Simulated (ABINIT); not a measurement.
# BP (F-43m): Bethe-Salpeter spectra with ABINIT, part 2 of 3

Aim: the absorption spectrum of BP (F-43m) with electron-hole interaction, and what each part of the kernel does.

ABINIT 10.8.3; PBE and many-body steps on it, plane waves. Known limits of the many-body steps: not at the basis limit; bindings not settled in the k mesh.

So far. Step 5 (Excitons): The lowest state lies at 3.872 eV, 0.251 eV under the direct gap. Step 6 (Triplet (no exchange term)): The lowest triplet lies at 3.864 eV; triplets are dark, so no spectrum is read.

## (7) Beyond Tamm-Dancoff

Level of this step: Bethe-Salpeter equation on PBE with a scissors shift, plane waves, norm-conserving pseudopotentials (ABINIT).

run.abi

```
acell 3*1.0 Angstrom
rprim 
  0.000000000000 2.269000000000 2.269000000000
  2.269000000000 0.000000000000 2.269000000000
  2.269000000000 2.269000000000 0.000000000000
ntypat 2
znucl 5 15
natom 2
typat 1 2
xred 
  0.000000000000 0.000000000000 0.000000000000
  0.250000000000 0.250000000000 0.250000000000
pp_dirpath "pseudos"
pseudos "B.upf, P.upf"
ecut 34
ngkpt 6 6 6
nshiftk 1
shiftk 0 0 0
kptopt 1
chksymbreak 0
istwfk *1
occopt 1
irdwfk 1
optdriver 99
bs_calctype 1
mbpt_sciss 0.716 eV
bs_loband 2
nband 7
bs_exchange_term 1
bs_coulomb_term 11
bs_coupling 1
bs_algorithm 1
bs_freq_mesh 0 8 0.05 eV
zcut 0.15 eV
ecuteps 4
ecutwfn 17
inclvkb 2
irdscr 1
indata_prefix "in"
outdata_prefix "out"
tmpdata_prefix "tmp"
```

Run with:

```console
OMP_NUM_THREADS=1 mpirun -n 4 abinit run.abi > log
```

Numbers of over 12 decimals in the logs are rounded to 6 here.

The program printed:

```text
.Version 10.8.3 of ABINIT. v10.8.2 released Aug 2026.

 Symmetries : space group F-4 3 m (#216); Bravais cF (face-center cubic)
[... echo of the input left out ...]
== DATASET  1 ==================================================================
-   mpi_nproc: 4, omp_nthreads: 1 (-1 if OMP is not activated)

--- !DatasetInfo
iteration_state: {dtset: 1, }
dimensions: {natom: 2, nkpt: 16, mband: 7, nsppol: 1, nspinor: 1, nspden: 1, mpw: 544, }
cutoff_energies: {ecut:  17.0, pawecutdg:  -1.0, }
electrons: {nelect:   8.00000000E+00, charge:   0.00000000E+00, occopt:   1.00000000E+00, tsmear:   1.00000000E-02, }

 Exciton: Calculation of dielectric properties by solving the Bethe-Salpeter equation
 in frequency domain and reciprocal space on a transitions basis set.
 Based on a program developed by L. Reining, V. Olevano, F. Sottile,
 S. Albrecht, and G. Onida. Incorporated in ABINIT by M. Giantomassi.

.Using double precision arithmetic ; gwpc =  8

[... cell and pseudopotentials left out ...]
--------------------------------------------------------------------------------

 ==== K-mesh for the wavefunctions ====
 Number of points in the irreducible wedge :    16
[... list of points left out ...]
 Together with 24 symmetry operations and time-reversal symmetry
 yields   216 points in the full Brillouin Zone.

 ==== Q-mesh for the screening function ====
 Number of points in the irreducible wedge :    16
[... list of points left out ...]
 Together with 24 symmetry operations and time-reversal symmetry
 yields   216 points in the full Brillouin Zone.

 vcoul_init : cutoff-mode = AUXILIARY_FUNCTION
 q-points for optical limit:   1
     1)      0.000010    0.000020    0.000030
 setmesh: FFT mesh size selected  =    15x   15x   15
[...]
q = (  0.000000  0.000000  0.787994) [r.l.u.]
 q = (  0.000000  0.682423  0.682423) [r.l.u.]
 q = (  0.682423  0.000000  0.682423) [r.l.u.]
 q = (  0.682423  0.682423  0.000000) [r.l.u.]
 Number of electrons calculated from density =    7.9995; Expected =    8.0000
 average of density, n =  0.050738
 r_s =    1.6757
 omega_plasma =   21.7281 [eV]

. Writing resonant excitonic Hamiltonian on file out_BSR; file size=   0.03 [Gb].
. Writing coupling excitonic Hamiltonian on file out_BSC; file size=   0.03 [Gb].
. Direct diagonalization of the full excitonic Hamiltonian, Matrix size= 3888
. Using LAPACK sequential version to solve FHv = ev with H positive definite.
 First excitonic eigenvalue:    3.87 [eV].
 Last  excitonic eigenvalue:   21.13 [eV].

 GW  direct gap       4.12  0.00 [eV]
 EXC direct gap       3.87  0.00 [eV]
 EXC binding energy   0.25  0.00 [eV]

 Excitonic eigenvalues up to the GW energy gap [eV]
*** (  3.87  0.00)
*** (  3.87  0.00)
*** (  3.87  0.00)
[...]
*** (  3.88  0.00)
*** (  3.89  0.00)

 Macroscopic dielectric function:
 omega [eV] <KS_RPA_nlf>  <GW_RPA_nlf>  <BSE>
   0.0000  10.1831   0.0000   9.1434   0.0000   9.6454  -0.0000
   0.0500  10.1839   0.0047   9.1439   0.0032   9.6461   0.0041
   0.1000  10.1862   0.0094   9.1455   0.0063   9.6481   0.0083
[...]
0.4000  10.2331   0.0379   9.1771   0.0255   9.6896   0.0335
   0.4500  10.2465   0.0428   9.1861   0.0287   9.7015   0.0378

 Writing KS-RPA macroscopic dielectric function without local fields to file: out_RPA_NLF_MDF
 Writing GW-RPA macroscopic dielectric function without local fields to file: out_GW_NLF_MDF
 Writing EXC Macroscopic dielectric function to file: out_EXC_MDF

== END DATASET(S) ==============================================================
================================================================================

 -outvars: echo values of variables after computation  --------
           etotal      0.0000000000E+00
            nband           7
             nkpt          16
          spgroup         216
 [... the other variables as echoed above ...]

 Calculation completed.
```

Elapsed: 5.2 min, on 4 MPI ranks of Intel Xeon Platinum 8488C (Sapphire Rapids), shared host; peak memory 0.79 GiB.

This step gave:

```
direct gap of the transition levels              : 4.122 eV
transitions in the window                        : 1944
lowest state                                     : 3.87 eV
binding of the lowest state below the direct gap : 0.2525 eV
Coulomb term of one mesh cell                    : 0.2448 eV
```

The binding is 1.0 times the screened Coulomb term of one mesh cell (0.24 eV), so it is not shown settled.

The lowest state lies at 3.870 eV, 0.252 eV under the direct gap.

Mean over the three Cartesian directions of q; broadening 0.15 eV; transition window only. Limits: finite bands, cutoff and mesh; exciton not shown settled in the k mesh. The ε₂ by photon energy; read off at these points:

| photon energy (eV) | BSE | no electron-hole interaction | Kohn-Sham, no shift |
| --- | --- | --- | --- |
| 0.000 | 0 | 0 | 0 |
| 0.250 | 0.0208 | 0.0158 | 0.0235 |
| 0.500 | 0.0422 | 0.032 | 0.0477 |
| 0.750 | 0.0649 | 0.0489 | 0.0735 |
| 1.000 | 0.0895 | 0.0671 | 0.102 |
| 1.250 | 0.117 | 0.0869 | 0.134 |
| 1.500 | 0.149 | 0.109 | 0.172 |
| 1.750 | 0.186 | 0.135 | 0.218 |
| 2.000 | 0.232 | 0.164 | 0.277 |
| 2.250 | 0.290 | 0.201 | 0.357 |
| 2.500 | 0.367 | 0.246 | 0.476 |
| 2.750 | 0.477 | 0.305 | 0.682 |
| 3.000 | 0.649 | 0.387 | 1.16 |
| 3.250 | 0.963 | 0.513 | 3.16 |
| 3.500 | 1.76 | 0.738 | 4.73 |
| 3.750 | 5.34 | 1.30 | 2.66 |
| 3.900 | 8.43 | 2.28 | 3.41 |
| 4.000 | 5.93 | 3.82 | 4.96 |
| 4.250 | 4.08 | 4.10 | 8.81 |
| 4.500 | 9.68 | 2.73 | 7.59 |
| 4.650 | 16.3 | 3.81 | 13.1 |
| 4.750 | 12.8 | 5.83 | 15.3 |
| 5.000 | 15.1 | 7.97 | 18.6 |
| 5.250 | 26.9 | 8.45 | 21.5 |
| 5.350 | 28.8 | 12.4 | 33.2 |
| 5.500 | 23.6 | 15.8 | 51.1 |
| 5.600 | 25.5 | 18.8 | 52.6 |
| 5.750 | 44.7 | 17.6 | 48.3 |
| 5.800 | 48.1 | 16.4 | 48.0 |
| 6.000 | 38.8 | 24.8 | 25.0 |
| 6.250 | 27.8 | 52.3 | 13.9 |
| 6.300 | 25.4 | 52.7 | 14.4 |
| 6.500 | 11.7 | 48.1 | 11.4 |
| 6.750 | 8.86 | 21.2 | 7.55 |
| 7.000 | 6.50 | 14.3 | 4.84 |
| 7.250 | 5.13 | 10.5 | 4.47 |
| 7.500 | 3.46 | 7.61 | 3.42 |
| 7.750 | 3.24 | 4.57 | 4.82 |

## (8) RPA with local fields (no direct term)

run.abi, as its differences from that of step 7:

```diff
@@ -29,6 +29,6 @@
 bs_exchange_term 1
-bs_coulomb_term 11
-bs_coupling 1
-bs_algorithm 1
-bs_freq_mesh 0 8 0.05 eV
+bs_coulomb_term 0
+bs_coupling 0
+bs_algorithm 2
+bs_freq_mesh 0 10 0.1 eV
 zcut 0.15 eV
@@ -38,2 +38,4 @@
 irdscr 1
+bs_haydock_niter 300
+bs_haydock_tol -0.02 0
 indata_prefix "in"
```

The program printed:

```text
.Version 10.8.3 of ABINIT. v10.8.2 released Aug 2026.

 Symmetries : space group F-4 3 m (#216); Bravais cF (face-center cubic)
[... echo of the input left out ...]
== DATASET  1 ==================================================================
-   mpi_nproc: 4, omp_nthreads: 1 (-1 if OMP is not activated)

--- !DatasetInfo
iteration_state: {dtset: 1, }
dimensions: {natom: 2, nkpt: 16, mband: 7, nsppol: 1, nspinor: 1, nspden: 1, mpw: 544, }
cutoff_energies: {ecut:  17.0, pawecutdg:  -1.0, }
[...]
0.1000  10.1862   0.0094   9.1455   0.0063   8.8035   0.0057
   0.2000  10.1956   0.0188   9.1518   0.0126   8.8092   0.0114
[...]
0.8000  10.3873   0.0790   9.2802   0.0525   8.9254   0.0474
   0.9000  10.4434   0.0902   9.3174   0.0596   8.9590   0.0539

== END DATASET(S) ==============================================================
================================================================================

 -outvars: echo values of variables after computation  --------
           etotal      0.0000000000E+00
            nband           7
             nkpt          16
          spgroup         216
 [... the other variables as echoed above ...]

 Calculation completed.
```

It took 3.5 s on 4 MPI ranks; peak memory 0.34 GiB.

This step gave:

```yaml
direct_gap_of_the_transition_levels: 4.122 eV
transitions_in_the_window: 1944
```

Mean over the three Cartesian directions of q; broadening 0.15 eV; transition window only. Limits: finite bands, cutoff and mesh. The ε₂ by photon energy; read off at these points:

| photon energy (eV) | BSE | no electron-hole interaction | Kohn-Sham, no shift |
| --- | --- | --- | --- |
| 0.000 | 0 | 0 | 0 |
| 0.250 | 0.0143 | 0.0158 | 0.0236 |
| 0.500 | 0.029 | 0.032 | 0.0477 |
| 0.750 | 0.0442 | 0.049 | 0.0736 |
| 1.000 | 0.0606 | 0.0671 | 0.102 |
| 1.250 | 0.0784 | 0.0869 | 0.134 |
| 1.500 | 0.0983 | 0.109 | 0.172 |
| 1.750 | 0.121 | 0.135 | 0.218 |
| 2.000 | 0.148 | 0.164 | 0.277 |
| 2.250 | 0.180 | 0.201 | 0.357 |
| 2.500 | 0.220 | 0.246 | 0.476 |
| 2.750 | 0.272 | 0.306 | 0.687 |
| 3.000 | 0.344 | 0.387 | 1.16 |
| 3.250 | 0.455 | 0.515 | 3.30 |
| 3.500 | 0.650 | 0.738 | 4.73 |
| 3.750 | 1.16 | 1.33 | 2.72 |
| 4.000 | 3.32 | 3.82 | 4.96 |
| 4.250 | 3.79 | 4.22 | 8.69 |
| 4.500 | 2.36 | 2.73 | 7.59 |
| 4.750 | 5.12 | 6.04 | 15.4 |
| 5.000 | 6.89 | 7.97 | 18.6 |
| 5.250 | 7.25 | 8.77 | 22.4 |
| 5.500 | 12.7 | 15.8 | 51.1 |
| 5.600 | 14.3 | 18.8 | 52.6 |
| 5.750 | 13.8 | 17.7 | 48.7 |
| 6.000 | 17.6 | 24.8 | 25.0 |
| 6.250 | 39.7 | 51.5 | 14.0 |
| 6.300 | 43.0 | 52.7 | 14.4 |
| 6.500 | 47.4 | 48.1 | 11.4 |
| 6.600 | 50.8 | 43.0 | 8.87 |
| 6.750 | 29.0 | 22.2 | 7.58 |
| 7.000 | 14.9 | 14.3 | 4.84 |
| 7.250 | 13.0 | 10.5 | 4.34 |
| 7.500 | 8.65 | 7.61 | 3.42 |
| 7.750 | 5.42 | 4.69 | 4.69 |
| 8.000 | 4.88 | 4.37 | 3.41 |
| 8.250 | 3.73 | 3.68 | 3.21 |
| 8.500 | 5.09 | 4.63 | 4.63 |
| 8.750 | 3.61 | 3.38 | 6.88 |
| 9.000 | 3.07 | 3.19 | 7.69 |
| 9.250 | 4.05 | 4.74 | 5.98 |
| 9.500 | 6.04 | 7.25 | 4.68 |
| 9.750 | 6.54 | 7.57 | 7.30 |
| 10.000 | 7.03 | 5.71 | 5.93 |

## (9) Dielectric constant by perturbation theory

The response to a uniform field gives ε∞, a yardstick for the screening that GW builds on its mesh.

This step: DFT, PBE, linear response to an electric field, plane waves, norm-conserving pseudopotentials.

run.abi

```
acell 3*1.0 Angstrom
rprim 
  0.000000000000 2.269000000000 2.269000000000
  2.269000000000 0.000000000000 2.269000000000
  2.269000000000 2.269000000000 0.000000000000
ntypat 2
znucl 5 15
natom 2
typat 1 2
xred 
  0.000000000000 0.000000000000 0.000000000000
  0.250000000000 0.250000000000 0.250000000000
pp_dirpath "pseudos"
pseudos "B.upf, P.upf"
ecut 34
ngkpt 8 8 8
nshiftk 1
shiftk 0.5 0.5 0.5
chksymbreak 0
ndtset 3
nband 4
occopt 1
istwfk *1
nstep 60
tolwfr1 1e-18
iscf2 -3
rfelfd2 2
kptopt2 2
getwfk2 1
tolwfr2 1e-18
rfelfd3 3
kptopt3 2
getwfk3 1
getddk3 2
tolvrs3 1e-08
rfdir 1 1 1
nqpt2 1
nqpt3 1
qpt 0 0 0
prtwf3 0
prtden 0
optforces1 0
optstress1 0
kptopt1 1
indata_prefix "in"
outdata_prefix "out"
tmpdata_prefix "tmp"
```

The program printed:

```text
.Version 10.8.3 of ABINIT. v10.8.2 released Aug 2026.

 DATASET    1 : space group F-4 3 m (#216); Bravais cF (face-center cubic)
[... echo of the input left out ...]
== DATASET  1 ==================================================================
-   mpi_nproc: 4, omp_nthreads: 1 (-1 if OMP is not activated)

--- !DatasetInfo
iteration_state: {dtset: 1, }
dimensions: {natom: 2, nkpt: 60, mband: 4, nsppol: 1, nspinor: 1, nspden: 1, mpw: 1502, }
cutoff_energies: {ecut:  34.0, pawecutdg:  -1.0, }
[...]
(from electric field response)
   if specified in the inputs, charge neutrality has been imposed
     j1       j2             matrix element
  dir pert dir pert     real part    imaginary part

[...]
2    2   3    4         0.0000000000         0.0000000000
   3    2   3    4         0.5185354701         0.0000000000

== END DATASET(S) ==============================================================
================================================================================

 -outvars: echo values of variables after computation  --------
          spgroup         216
 [... the other variables as echoed above ...]

 Calculation completed.
```

Elapsed: 37 s, on 4 MPI ranks; peak memory 0.39 GiB; 2.5 min of CPU time.

The field response gives a mean ε∞ of 9.22, which the model screening below takes as its input.

## (10) Model screening

This step: Bethe-Salpeter equation on PBE with a scissors shift, plane waves, norm-conserving pseudopotentials.

run.abi

```
acell 3*1.0 Angstrom
rprim 
  0.000000000000 2.269000000000 2.269000000000
  2.269000000000 0.000000000000 2.269000000000
  2.269000000000 2.269000000000 0.000000000000
ntypat 2
znucl 5 15
natom 2
typat 1 2
xred 
  0.000000000000 0.000000000000 0.000000000000
  0.250000000000 0.250000000000 0.250000000000
pp_dirpath "pseudos"
pseudos "B.upf, P.upf"
ecut 34
ngkpt 6 6 6
nshiftk 1
shiftk 0 0 0
kptopt 1
chksymbreak 0
istwfk *1
occopt 1
irdwfk 1
optdriver 99
bs_calctype 1
mbpt_sciss 0.716 eV
bs_loband 2
nband 7
bs_exchange_term 1
bs_coulomb_term 21
bs_coupling 0
bs_algorithm 2
bs_freq_mesh 0 10 0.1 eV
zcut 0.15 eV
ecuteps 4
ecutwfn 17
inclvkb 2
mdf_epsinf 9.22
irdden 1
bs_haydock_niter 300
bs_haydock_tol -0.02 0
indata_prefix "in"
outdata_prefix "out"
tmpdata_prefix "tmp"
```

The program printed:

```text
.Version 10.8.3 of ABINIT. v10.8.2 released Aug 2026.

 Symmetries : space group F-4 3 m (#216); Bravais cF (face-center cubic)
[... echo of the input left out ...]
== DATASET  1 ==================================================================
-   mpi_nproc: 4, omp_nthreads: 1 (-1 if OMP is not activated)

--- !DatasetInfo
iteration_state: {dtset: 1, }
dimensions: {natom: 2, nkpt: 16, mband: 7, nsppol: 1, nspinor: 1, nspden: 1, mpw: 544, }
cutoff_energies: {ecut:  17.0, pawecutdg:  -1.0, }
[...]
0.1000  10.1862   0.0094   9.1455   0.0063   9.9231   0.0084
   0.2000  10.1956   0.0188   9.1518   0.0126   9.9315   0.0169
[...]
0.8000  10.3873   0.0790   9.2802   0.0525  10.1035   0.0706
   0.9000  10.4434   0.0902   9.3174   0.0596  10.1537   0.0805

== END DATASET(S) ==============================================================
================================================================================

 -outvars: echo values of variables after computation  --------
           etotal      0.0000000000E+00
            nband           7
             nkpt          16
          spgroup         216
 [... the other variables as echoed above ...]

 Calculation completed.
```

Wall time 21 s (4 MPI ranks); peak memory 0.32 GiB; 81 s of CPU time.

This step gave:

| Quantity | Value |
| --- | --- |
| direct gap of the transition levels | 4.122 eV |
| transitions in the window | 1944 |
| Coulomb term of one mesh cell | 0.2586 eV |

Mean over the three Cartesian directions of q; broadening 0.15 eV; transition window only. Limits: finite bands, cutoff and mesh; exciton not shown settled in the k mesh. Table of ε₂ by photon energy; read off at these points:

| photon energy (eV) | BSE | no electron-hole interaction | Kohn-Sham, no shift |
| --- | --- | --- | --- |
| 0.00 | 0 | 0 | 0 |
| 0.30 | 0.0254 | 0.019 | 0.0283 |
| 0.50 | 0.0429 | 0.032 | 0.0477 |
| 0.80 | 0.0708 | 0.0525 | 0.079 |
| 1.10 | 0.102 | 0.0748 | 0.114 |
| 1.40 | 0.137 | 0.0999 | 0.156 |
| 1.60 | 0.165 | 0.119 | 0.189 |
| 1.90 | 0.215 | 0.152 | 0.251 |
| 2.20 | 0.280 | 0.193 | 0.338 |
| 2.40 | 0.337 | 0.227 | 0.421 |
| 2.70 | 0.456 | 0.292 | 0.629 |
| 3.00 | 0.653 | 0.387 | 1.16 |
| 3.20 | 0.886 | 0.482 | 2.45 |
| 3.50 | 1.78 | 0.738 | 4.73 |
| 3.80 | 7.07 | 1.52 | 2.77 |
| 3.90 | 7.96 | 2.28 | 3.41 |
| 4.10 | 4.05 | 5.85 | 8.00 |
| 4.30 | 4.41 | 3.39 | 7.61 |
| 4.60 | 14.9 | 3.27 | 10.9 |
| 4.90 | 11.1 | 9.87 | 19.1 |
| 5.10 | 23.2 | 6.61 | 16.2 |
| 5.40 | 27.6 | 14.2 | 40.5 |
| 5.70 | 39.7 | 19.1 | 49.5 |
| 5.80 | 50.6 | 16.4 | 48.0 |
| 5.90 | 47.1 | 17.4 | 40.7 |
| 6.20 | 32.1 | 50.2 | 13.6 |
| 6.50 | 12.0 | 48.1 | 11.4 |
| 6.80 | 9.96 | 17.2 | 7.59 |
| 7.00 | 7.05 | 14.3 | 4.84 |
| 7.30 | 5.57 | 9.22 | 4.27 |
| 7.60 | 3.47 | 6.67 | 4.11 |
| 7.80 | 3.12 | 4.37 | 4.51 |
| 8.10 | 3.38 | 3.61 | 3.29 |
| 8.40 | 2.89 | 4.81 | 3.81 |
| 8.60 | 2.67 | 3.87 | 5.05 |
| 8.90 | 3.54 | 3.22 | 7.08 |
| 9.20 | 5.98 | 4.55 | 6.33 |
| 9.50 | 6.54 | 7.25 | 4.68 |
| 9.70 | 5.41 | 7.62 | 7.48 |
| 10.00 | 4.74 | 5.71 | 5.93 |

## (11) Empty states on the mesh, 8×8×8 mesh, 18 bands

This step: DFT, PBE, plane waves, norm-conserving pseudopotentials.

run.abi

```
acell 3*1.0 Angstrom
rprim 
  0.000000000000 2.269000000000 2.269000000000
  2.269000000000 0.000000000000 2.269000000000
  2.269000000000 2.269000000000 0.000000000000
ntypat 2
znucl 5 15
natom 2
typat 1 2
xred 
  0.000000000000 0.000000000000 0.000000000000
  0.250000000000 0.250000000000 0.250000000000
pp_dirpath "pseudos"
pseudos "B.upf, P.upf"
ecut 34
ngkpt 8 8 8
nshiftk 1
shiftk 0.11 0.21 0.31
kptopt 3
chksymbreak 0
iscf -2
irdden 1
istwfk *1
nband 18
nbdbuf 4
tolwfr 1e-09
nstep 60
prtvol 0
indata_prefix "in"
outdata_prefix "out"
tmpdata_prefix "tmp"
```

The program printed:

```text
.Version 10.8.3 of ABINIT. v10.8.2 released Aug 2026.

 Symmetries : space group F-4 3 m (#216); Bravais cF (face-center cubic)
[... echo of the input left out ...]
== DATASET  1 ==================================================================
-   mpi_nproc: 4, omp_nthreads: 1 (-1 if OMP is not activated)

--- !DatasetInfo
iteration_state: {dtset: 1, }
dimensions: {natom: 2, nkpt: 512, mband: 18, nsppol: 1, nspinor: 1, nspden: 1, mpw: 1516, }
cutoff_energies: {ecut:  34.0, pawecutdg:  -1.0, }
[...]
-0.30037    0.26193    0.26362    0.26616    0.39179    0.39526    0.39630    0.53957
   0.69296    0.70292    0.70915    0.84441    0.84534    0.85172    1.06270    1.37704
   1.37786    1.38097
 prteigrs : prtvol=0 or 1, do not print more k-points.

== END DATASET(S) ==============================================================
================================================================================

 -outvars: echo values of variables after computation  --------
            nband          18
             nkpt         512
          spgroup         216
 [... the other variables as echoed above ...]

 Calculation completed.
```

It took 42 s on 4 MPI ranks; peak memory 0.48 GiB.

Numbers from this step:

| Quantity | Value |
| --- | --- |
| gap | 1.296 eV |
| k of the valence top | 0.0138, 0.0263, 0.0388 |
| k of the conduction bottom | 0.0138, 0.4013, 0.4138 |
| least direct gap | 3.419 eV |
| k points computed | 512 |
| lowest point of the top converged band, above the valence top | 15.93 eV |

On this mesh the gap is 1.296 eV.

## (12) Denser, shifted k mesh (8×8×8)

This step: Bethe-Salpeter equation on PBE with a scissors shift, plane waves, norm-conserving pseudopotentials.

run.abi, as its differences from that of step 11:

```diff
@@ -20,10 +20,23 @@
 chksymbreak 0
-iscf -2
+istwfk *1
+occopt 1
+irdwfk 1
+optdriver 99
+bs_calctype 1
+mbpt_sciss 0.716 eV
+bs_loband 2
+nband 7
+bs_exchange_term 1
+bs_coulomb_term 21
+bs_coupling 0
+bs_algorithm 2
+bs_freq_mesh 0 10 0.1 eV
+zcut 0.15 eV
+ecuteps 3
+ecutwfn 17
+inclvkb 2
+mdf_epsinf 9.22
 irdden 1
-istwfk *1
-nband 18
-nbdbuf 4
-tolwfr 1e-09
-nstep 60
-prtvol 0
+bs_haydock_niter 300
+bs_haydock_tol -0.02 0
 indata_prefix "in"
```

The program printed:

```text
.Version 10.8.3 of ABINIT. v10.8.2 released Aug 2026.

 Symmetries : space group F-4 3 m (#216); Bravais cF (face-center cubic)
[... echo of the input left out ...]
== DATASET  1 ==================================================================
-   mpi_nproc: 4, omp_nthreads: 1 (-1 if OMP is not activated)

--- !DatasetInfo
iteration_state: {dtset: 1, }
dimensions: {natom: 2, nkpt: 512, mband: 7, nsppol: 1, nspinor: 1, nspden: 1, mpw: 537, }
cutoff_energies: {ecut:  17.0, pawecutdg:  -1.0, }
[...]
0.1000   9.1667   0.0076   8.2767   0.0052   9.1949   0.0074
   0.2000   9.1743   0.0152   8.2819   0.0104   9.2023   0.0149
[...]
0.8000   9.3296   0.0638   8.3879   0.0432   9.3535   0.0620
   0.9000   9.3749   0.0727   8.4185   0.0491   9.3976   0.0706

== END DATASET(S) ==============================================================
================================================================================

 -outvars: echo values of variables after computation  --------
           etotal      0.0000000000E+00
            nband           7
             nkpt         512
          spgroup         216
 [... the other variables as echoed above ...]

 Calculation completed.
```

Wall time 1.7 min (4 MPI ranks); peak memory 1.1 GiB.

This step gave:

* direct gap of the transition levels: 4.134 eV
* transitions in the window: 4608
* Coulomb term of one mesh cell: 0.1940 eV

(Continued in part 3 of 3.)

[Paths, hosts, dates, memory and timing lines, banners, echoed tables and standing remarks are left out of the program output.]

[Logs are printed without paths, hosts, clocks, repeated set-up lines and the standing remarks that a program may print on its own settings, such as how far it seeks lower states.]

[Runs of the session that timed out or met a known fault of the program may be left out.]

[No measured gap is set beside runs whose start may be inverted or whose files or cutoffs have a known fault.]

[Hosts, paths, dates, database ids (printed as entryN), source tags and the programs' standing remarks are cut or masked in the printed files.]

[G0W0 gaps are taken among the corrected bands and points alone; a level outside them can change the order at an edge.]

[Where Ansatz stands beside ABINIT at settings called matched, ABINIT's density can come from a denser mesh and the files from another edition; pairs whose starting gaps differed by over 0.03 eV were left out, so agreement reads better than it is.]
